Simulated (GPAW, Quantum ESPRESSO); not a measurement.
Consider CSO (R3m).

```
S O C
1.0
     3.29399    1.90179    2.02352
    -3.29399    1.90179    2.02352
     0.00000   -3.80357    2.02352
S O C
1 1 1
Direct
  0.54100 0.54100 0.54100
  0.99149 0.99149 0.99149
  0.79770 0.79770 0.79770
```

Absorber: atom 2, with 1 C at 1.18 Å (terminal, site symmetry 3m). Method: Quantum ESPRESSO XSpectra, LDA, full core hole (charged cell), 6-atom cell with 5.6 Å between holes, 5×5×5 k points, dipole transitions, Lorentzian half width 0.3 eV up to 4 eV, rising linearly to 2.5 eV at 25 eV (counted from xe0, 1.1 eV below the zero used here).

Q: What does the O K edge look like?

Main maxima up to 24 eV above the zero (height): 0.1 eV (6.87), 2.8 eV (1.72) and 13.1 eV (1.17). A K edge sees empty p states on the absorber. The total-energy difference plus the lowest empty eigenvalue puts the zero at 536.74 eV. One term is added: -8.83 eV, since the hole is spin-paired here and a spin-polarised one costs that much less in the free atom (computed apart). The photon energy is then 527.91 eV. The functional and the charged cell's background leave an error in such absolute values: in the free atom LDA prices this hole 4.1 eV below PBE (computed apart), and PBE is itself good to a few eV.

The O K spectrum (energy from the lowest empty level; intensity scaled to a mean of 1 over the first 20 eV; the points at xe0, where the cut of filled states can leave a spike, are interpolated; polarised curves are means over the symmetry-equivalent atoms):

```csv
E (eV),isotropic,ε ⊥ c,ε ∥ c
-2.0,0.17,0.23,0.04
-1.0,0.57,0.82,0.06
0.0,6.63,9.88,0.11
1.0,0.75,1.00,0.24
2.0,0.59,0.28,1.21
3.0,1.58,0.24,4.28
4.0,0.51,0.18,1.17
5.0,0.54,0.26,1.09
6.0,0.68,0.48,1.07
7.0,0.84,0.63,1.27
8.0,0.85,0.48,1.59
9.0,0.89,0.56,1.56
10.0,0.98,0.67,1.60
11.0,1.01,0.72,1.59
12.0,1.09,0.79,1.67
13.0,1.16,0.87,1.76
14.0,1.11,0.82,1.69
15.0,1.02,0.76,1.56
16.0,0.98,0.73,1.48
17.0,0.94,0.72,1.40
18.0,0.88,0.68,1.29
19.0,0.83,0.65,1.19
20.0,0.81,0.66,1.12
21.0,0.80,0.68,1.06
22.0,0.81,0.69,1.03
23.0,0.80,0.70,1.00
24.0,0.79,0.71,0.95
25.0,0.78,0.72,0.90
26.0,0.77,0.72,0.87
27.0,0.77,0.72,0.86
28.0,0.77,0.72,0.86
29.0,0.76,0.71,0.86
30.0,0.73,0.69,0.82
31.0,0.68,0.65,0.74
32.0,0.63,0.61,0.66
```

The holes are only 5.6 Å apart, so the shape is probably not converged with cell size; no larger cell was run here. Lifetime broadening is put in by hand, and intensities beyond about 20 eV depend on it and on the partial waves. The structure is a computed Materials Project entry and may be a hypothetical form.

[Banner, clock and machine lines of the logs are left out without a mark of their own.]

[Logs are printed without paths, hosts, clocks, repeated set-up lines and the standing remarks that a program may print on its own settings, such as how far it seeks lower states.]

[Hosts, paths, dates, database ids (printed as entryN), source tags and the programs' standing remarks are cut or masked in the printed files.]

[Lists of maxima count a maximum above −3 eV only where it reaches 4 % of the highest in the window and stands out from its surroundings by 2 % of it (1.5 % where it reaches 55 %); shoulders and weaker maxima are passed over, and of the rest the first, up to two pre-edge ones and the few strongest are named.]
